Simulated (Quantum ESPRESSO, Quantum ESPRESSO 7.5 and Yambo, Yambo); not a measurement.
## LiNbO3 (R3c): G0W0 with Yambo, start to end

Wanted: ground state, empty states, screening and self-energy for LiNbO3 (R3c).

Main program and level: Quantum ESPRESSO 7.5 and Yambo 5.3.0; PBE and many-body steps on it, plane waves.

This is a report of a sequence of runs, with most program output left out.

### 1. The starting structure

The structure is trigonal, space group R3c (No. 161). Conventional cell: a = 5.152 Å, b = 5.152 Å, c = 13.869 Å, α = 90.00°, β = 90.00°, γ = 120.00°. Nearest to Li lie 6 O at 2.07 to 2.24 Å. Nearest to Nb lie 6 O at 1.88 to 2.13 Å. O has 2 Nb at 1.88 to 2.13 Å and 2 Li at 2.07 to 2.24 Å nearest. Farther neighbours and most contacts between anions are not listed.

The cell and positions come from the Crystallography Open Database and are kept as given unless a step says otherwise.

### 2. Ground state

This step: Quantum ESPRESSO 7.5; DFT, PBE, plane waves, norm-conserving pseudopotentials.

The ground-state density comes first.

pw.in

```
&control
  calculation = 'scf'
  prefix = 'x'
  outdir = 'o'
  pseudo_dir = 'pseudo'
/
&system
  ibrav = 0
  nat = 10
  ntyp = 3
  ecutwfc = 74.0
  nbnd = 43
  force_symmorphic = .true.
/
&electrons
  conv_thr = 1e-10
  electron_maxstep = 80
  mixing_beta = 0.5
/
ATOMIC_SPECIES
  Li 6.94 Li.upf
  Nb 92.906 Nb.upf
  O 15.999 O.upf
CELL_PARAMETERS angstrom
  2.5758000000 1.4871388234 4.6230000000
  -2.5758000000 1.4871388234 4.6230000000
  0.0000000000 -2.9742776468 4.6230000000
ATOMIC_POSITIONS crystal
  Li 0.2815000000 0.2815000000 0.2815000000
  Li 0.7815000000 0.7815000000 0.7815000000
  Nb 0.0000550000 0.0000550000 0.0000550000
  Nb 0.5000550000 0.5000550000 0.5000550000
  O 0.1123100000 0.3583600000 0.7195900000
  O 0.7195900000 0.1123100000 0.3583600000
  O 0.3583600000 0.7195900000 0.1123100000
  O 0.2195900000 0.8583600000 0.6123100000
  O 0.8583600000 0.6123100000 0.2195900000
  O 0.6123100000 0.2195900000 0.8583600000
K_POINTS automatic
  6 6 6 0 0 0
```

The run is started by

```bash
$ OMP_NUM_THREADS=1 mpirun -n 4 pw.x -nk 4 -in pw.in > pw.out
```

It took 33 s on 4 MPI ranks of AMD EPYC 9R45, shared host; peak memory 0.71 GiB.

Numbers from this step:

```yaml
total_energy: -6494.6023 eV
gap: 3.607 eV
k_of_the_valence_top: 0.1667, 0.1667, 0.1667
k_of_the_conduction_bottom: 0, 0.1667, 0.1667
least_direct_gap: 3.618 eV
```

The gap is indirect, with the least direct gap 0.012 eV higher.

### 3. Bands along the symmetry lines

The cheap functional maps the bands first; the places of the edges decide which points the dearer methods must see.

pw.in

```
&control
  calculation = 'bands'
  prefix = 'x'
  outdir = 'o'
  pseudo_dir = 'pseudo'
/
&system
  ibrav = 0
  nat = 10
  ntyp = 3
  ecutwfc = 74.0
  nbnd = 40
  force_symmorphic = .true.
/
&electrons
  conv_thr = 1e-9
  electron_maxstep = 80
  diago_full_acc = .true.
  diago_thr_init = 5e-6
/
ATOMIC_SPECIES
  Li 6.94 Li.upf
  Nb 92.906 Nb.upf
  O 15.999 O.upf
CELL_PARAMETERS angstrom
  2.5758000000 1.4871388234 4.6230000000
  -2.5758000000 1.4871388234 4.6230000000
  0.0000000000 -2.9742776468 4.6230000000
ATOMIC_POSITIONS crystal
  Li 0.2815000000 0.2815000000 0.2815000000
  Li 0.7815000000 0.7815000000 0.7815000000
  Nb 0.0000550000 0.0000550000 0.0000550000
  Nb 0.5000550000 0.5000550000 0.5000550000
  O 0.1123100000 0.3583600000 0.7195900000
  O 0.7195900000 0.1123100000 0.3583600000
  O 0.3583600000 0.7195900000 0.1123100000
  O 0.2195900000 0.8583600000 0.6123100000
  O 0.8583600000 0.6123100000 0.2195900000
  O 0.6123100000 0.2195900000 0.8583600000
K_POINTS crystal
  59
  0.00000000 0.00000000 0.00000000 1
  -0.06250000 -0.06250000 -0.06250000 1
  -0.12500000 -0.12500000 -0.12500000 1
  -0.18750000 -0.18750000 -0.18750000 1
  -0.25000000 -0.25000000 -0.25000000 1
  -0.31250000 -0.31250000 -0.31250000 1
  -0.37500000 -0.37500000 -0.37500000 1
  -0.43750000 -0.43750000 -0.43750000 1
  -0.50000000 -0.50000000 -0.50000000 1
  -0.50000000 -0.46695664 -0.53304336 1
  -0.50000000 -0.43391329 -0.56608671 1
  -0.50000000 -0.40086993 -0.59913007 1
  -0.50000000 -0.36782657 -0.63217342 1
  -0.50000000 -0.33478322 -0.66521678 1
  -0.50000000 -0.30173986 -0.69826014 1
  -0.50000000 -0.26869651 -0.73130349 1
  -0.50000000 -0.23565315 -0.76434685 1
  -0.23565315 0.23565315 -0.50000000 1
  -0.20619651 0.20619651 -0.50000000 1
  -0.17673986 0.17673986 -0.50000000 1
  -0.14728322 0.14728322 -0.50000000 1
  -0.11782658 0.11782658 -0.50000000 1
  -0.08836993 0.08836993 -0.50000000 1
  -0.05891329 0.05891329 -0.50000000 1
  -0.02945664 0.02945664 -0.50000000 1
  0.00000000 0.00000000 -0.50000000 1
  0.00000000 0.00000000 -0.43750000 1
  0.00000000 0.00000000 -0.37500000 1
  0.00000000 0.00000000 -0.31250000 1
  0.00000000 0.00000000 -0.25000000 1
  0.00000000 0.00000000 -0.18750000 1
  0.00000000 0.00000000 -0.12500000 1
  0.00000000 0.00000000 -0.06250000 1
  0.00000000 0.00000000 0.00000000 1
  0.00000000 0.04597832 -0.04597832 1
  0.00000000 0.09195664 -0.09195664 1
  0.00000000 0.13793496 -0.13793496 1
  0.00000000 0.18391329 -0.18391329 1
  0.00000000 0.22989161 -0.22989161 1
  0.00000000 0.27586993 -0.27586993 1
  0.00000000 0.32184825 -0.32184825 1
  0.00000000 0.36782657 -0.36782657 1
  -0.36782657 0.00000000 -0.63217343 1
  -0.38434825 0.00000000 -0.61565175 1
  -0.40086993 0.00000000 -0.59913007 1
  -0.41739161 0.00000000 -0.58260839 1
  -0.43391329 0.00000000 -0.56608671 1
  -0.45043496 0.00000000 -0.54956504 1
  -0.46695664 0.00000000 -0.53304336 1
  -0.48347832 0.00000000 -0.51652168 1
  -0.50000000 0.00000000 -0.50000000 1
  -0.43750000 0.00000000 -0.43750000 1
  -0.37500000 0.00000000 -0.37500000 1
  -0.31250000 0.00000000 -0.31250000 1
  -0.25000000 0.00000000 -0.25000000 1
  -0.18750000 0.00000000 -0.18750000 1
  -0.12500000 0.00000000 -0.12500000 1
  -0.06250000 0.00000000 -0.06250000 1
  0.00000000 0.00000000 0.00000000 1
```

The job ended after 11 s (4 MPI ranks; peak memory 0.45 GiB; 42 s of CPU time).

This step gave:

| Item | Value |
| --- | --- |
| gap | 3.581 eV |
| k of the valence top | -0.125, -0.125, -0.125 |
| k of the conduction bottom | -0.3843, 0, -0.6157 |
| least direct gap | 3.618 eV |

The gap is 3.581 eV, −0.025 eV from the run before at this level.

Electronic bands along the path, in eV, zero at the top of the highest filled band:

```csv
point,band 31,band 32,band 33,band 34,band 35,band 36,band 37,band 38
Γ,-0.70,-0.48,-0.01,-0.01,3.61,3.61,4.08,5.19
halfway,-0.62,-0.42,-0.03,-0.03,4.03,4.03,4.24,5.13
T,-0.32,-0.32,-0.32,-0.32,4.66,4.66,4.86,4.86
halfway,-0.57,-0.57,-0.26,-0.26,4.32,4.32,4.81,4.81
H2,-0.58,-0.58,-0.26,-0.26,3.93,3.93,4.77,4.77
jump to H0,-0.58,-0.58,-0.26,-0.26,3.93,3.93,4.77,4.77
halfway,-0.47,-0.47,-0.18,-0.18,3.82,3.82,4.78,4.78
L,-0.30,-0.30,-0.22,-0.22,3.91,3.91,4.74,4.74
halfway,-0.47,-0.41,-0.21,-0.08,3.66,3.77,4.21,4.92
Γ,-0.70,-0.48,-0.01,-0.01,3.61,3.61,4.08,5.19
halfway,-0.50,-0.34,-0.29,-0.06,3.70,3.97,4.21,4.74
S0,-0.71,-0.50,-0.40,-0.11,3.59,4.11,4.70,4.78
jump to S2,-0.71,-0.50,-0.40,-0.11,3.59,4.11,4.70,4.78
halfway,-0.72,-0.60,-0.43,-0.15,3.62,4.16,4.63,4.76
F,-0.71,-0.65,-0.48,-0.19,3.70,4.18,4.63,4.68
halfway,-0.70,-0.37,-0.30,-0.09,3.67,4.15,4.26,4.72
Γ,-0.70,-0.48,-0.01,-0.01,3.61,3.61,4.08,5.19
```

### 4. Empty states on the mesh, 4×4×4 mesh, 190 bands

The sums over transitions need many empty states on a uniform mesh; this step solves for them.

pw.in

```
&control
  calculation = 'nscf'
  prefix = 'x'
  outdir = 'o'
  pseudo_dir = 'pseudo'
/
&system
  ibrav = 0
  nat = 10
  ntyp = 3
  ecutwfc = 74.0
  nbnd = 190
  force_symmorphic = .true.
/
&electrons
  conv_thr = 1e-9
  electron_maxstep = 80
  diago_full_acc = .true.
  diago_thr_init = 5e-6
/
ATOMIC_SPECIES
  Li 6.94 Li.upf
  Nb 92.906 Nb.upf
  O 15.999 O.upf
CELL_PARAMETERS angstrom
  2.5758000000 1.4871388234 4.6230000000
  -2.5758000000 1.4871388234 4.6230000000
  0.0000000000 -2.9742776468 4.6230000000
ATOMIC_POSITIONS crystal
  Li 0.2815000000 0.2815000000 0.2815000000
  Li 0.7815000000 0.7815000000 0.7815000000
  Nb 0.0000550000 0.0000550000 0.0000550000
  Nb 0.5000550000 0.5000550000 0.5000550000
  O 0.1123100000 0.3583600000 0.7195900000
  O 0.7195900000 0.1123100000 0.3583600000
  O 0.3583600000 0.7195900000 0.1123100000
  O 0.2195900000 0.8583600000 0.6123100000
  O 0.8583600000 0.6123100000 0.2195900000
  O 0.6123100000 0.2195900000 0.8583600000
K_POINTS automatic
  4 4 4 0 0 0
```

Wall time 23 s (4 MPI ranks); peak memory 0.83 GiB; 90 s of CPU time.

This step gave:

```
gap                                                           : 3.616 eV
k of the valence top                                          : 0, 0, 0
k of the conduction bottom                                    : -0.25, 0, 0.5
least direct gap                                              : 3.618 eV
k points computed                                             : 14
lowest point of the top converged band, above the valence top : 66.9366 eV
```

On this mesh the gap is 3.616 eV.

### 5. Conversion and set-up

This step: Yambo 5.3.0; conversion and set-up on PBE, plane waves, norm-conserving pseudopotentials.

The states are converted to the many-body program's format and the q mesh is built.

The run is started by

```bash
$ (cd o/x.save; p2y > p2y.log; mv SAVE ../..); yambo > setup.log
```

Wall time 3 s (1 MPI rank); peak memory 0.26 GiB.

### 6. Screening and self-energy, 4×4×4 mesh, 190 bands, screening to 122.5 eV

G0W0 replaces the xc potential by the self-energy, built once from these orbitals. Only a window of levels is corrected, while the sums run over the empty bands that the input names.

This step: G0W0 on PBE, plane waves, norm-conserving pseudopotentials.

gw1.in

```
HF_and_locXC
gw0
dyson
ppa
em1d
rim_cut
RandQpts= 1000000
RandGvec= 1 RL
EXXRLvcs= 74 Ry
VXCRLvcs= 296 Ry
Chimod= "HARTREE"
% BndsRnXp
 1 | 190 |
%
NGsBlkXp= 9 Ry
% LongDrXp
 1 | 1 | 1 |
%
% GbndRnge
 1 | 190 |
%
DysSolver= "n"
ExtendOut
PPAPntXp= 27.21138 eV
% QPkrange
 1 | 1 | 33 | 36 |
 14 | 14 | 33 | 36 |
%
```

The run is started by

```bash
$ OMP_NUM_THREADS=2 mpirun -n 2 yambo -F gw1.in -J gw1 -C gw1 > gw1.log
```

Wall time 10 min (2 MPI ranks); peak memory 2.5 GiB.

Numbers from this step:

- G0W0 gap on the points computed: 5.108 eV
- starting gap on the mesh: 3.616 eV
- k of the valence top: 0, 0, 0
- k of the conduction bottom: -0.25, 0, 0.5
- least direct G0W0 gap on the computed points: 5.125 eV
- Z at the valence top: 0.7739
- Z at the conduction bottom: 0.8118

The gap on the mesh goes from 3.62 eV to 5.11 eV, a correction of +1.49 eV.

Limits: finite bands, cutoff and mesh; no spin-orbit coupling. v1 is the top filled band, c1 the lowest empty one. Levels before and after the correction, in eV, zero at the valence-band top of each column:

```csv
,conduction bottom,valence top
Kohn-Sham,3.62,0.00
G0W0,5.11,0.00
```

```
                      level  energy (eV)
Kohn-Sham           Γ v2-v1        0.000
Kohn-Sham           Γ c1-c2        3.618
Kohn-Sham  (-0.25 0 0.5) v2       -0.303
Kohn-Sham  (-0.25 0 0.5) v1       -0.111
Kohn-Sham  (-0.25 0 0.5) c1        3.616
Kohn-Sham  (-0.25 0 0.5) c2        4.093
     G0W0           Γ v2-v1        0.000
     G0W0           Γ c1-c2        5.125
     G0W0  (-0.25 0 0.5) v2       -0.349
     G0W0  (-0.25 0 0.5) v1       -0.143
     G0W0  (-0.25 0 0.5) c1        5.108
     G0W0  (-0.25 0 0.5) c2        5.644
```

### 7. Where the time went

Times are wall times on the hardware named with each run, good to a factor of about two.

| step | time | share | memory (GiB) |
| --- | --- | --- | --- |
| ground state | 33 s | 5 % | 0.71 |
| bands along the symmetry lines | 11 s | 2 % | 0.45 |
| empty states on the mesh | 23 s | 3 % | 0.83 |
| conversion and set-up | 3 s | 0 % | 0.26 |
| screening and self-energy | 10 min | 90 % | 2.5 |

### 8. Summary of results

- PBE gap: 3.58 eV, indirect (only 37 meV under the direct gap)
- G0W0 gap on the mesh: 5.11 eV
- G0W0 gap over the zone (rigid shift): 5.07 eV
- GW settings: 4×4×4 mesh, 190 bands, screening to 122.5 eV, Godby-Needs plasmon pole
- known limits: not at the basis limit; no spin-orbit coupling

What this shows: G0W0 moves the gap on the mesh from 3.62 eV to 5.11 eV (+1.49 eV), with Z of 0.77 and 0.81 at the edges. The mesh misses the band edges by 0.03 eV in all; a rigid shift gives 5.07 eV for the zone. Only 2 of the mesh's irreducible points were corrected, so a valley elsewhere could overtake. The dearest step here is «screening and self-energy». Bands and cutoff are finite, so the gap is not at the basis limit. The miss can reach some tenths of an eV and take either sign; the mesh is an error of its own. In the G0W0 run levels were corrected at 2 k points alone, so a gap called «on the mesh» is the least over those, and an edge elsewhere would be missed. The many-body steps are scalar-relativistic: spin-orbit coupling is not in them.

[Paths, hosts, dates, memory and timing lines, banners, echoed tables and standing remarks are left out of the program output.]

[Logs are printed without paths, hosts, clocks, repeated set-up lines and the standing remarks that a program may print on its own settings, such as how far it seeks lower states.]

[Runs of the session that timed out or met a known fault of the program may be left out.]

[Hosts, paths, dates, database ids (printed as entryN), source tags and the programs' standing remarks are cut or masked in the printed files.]
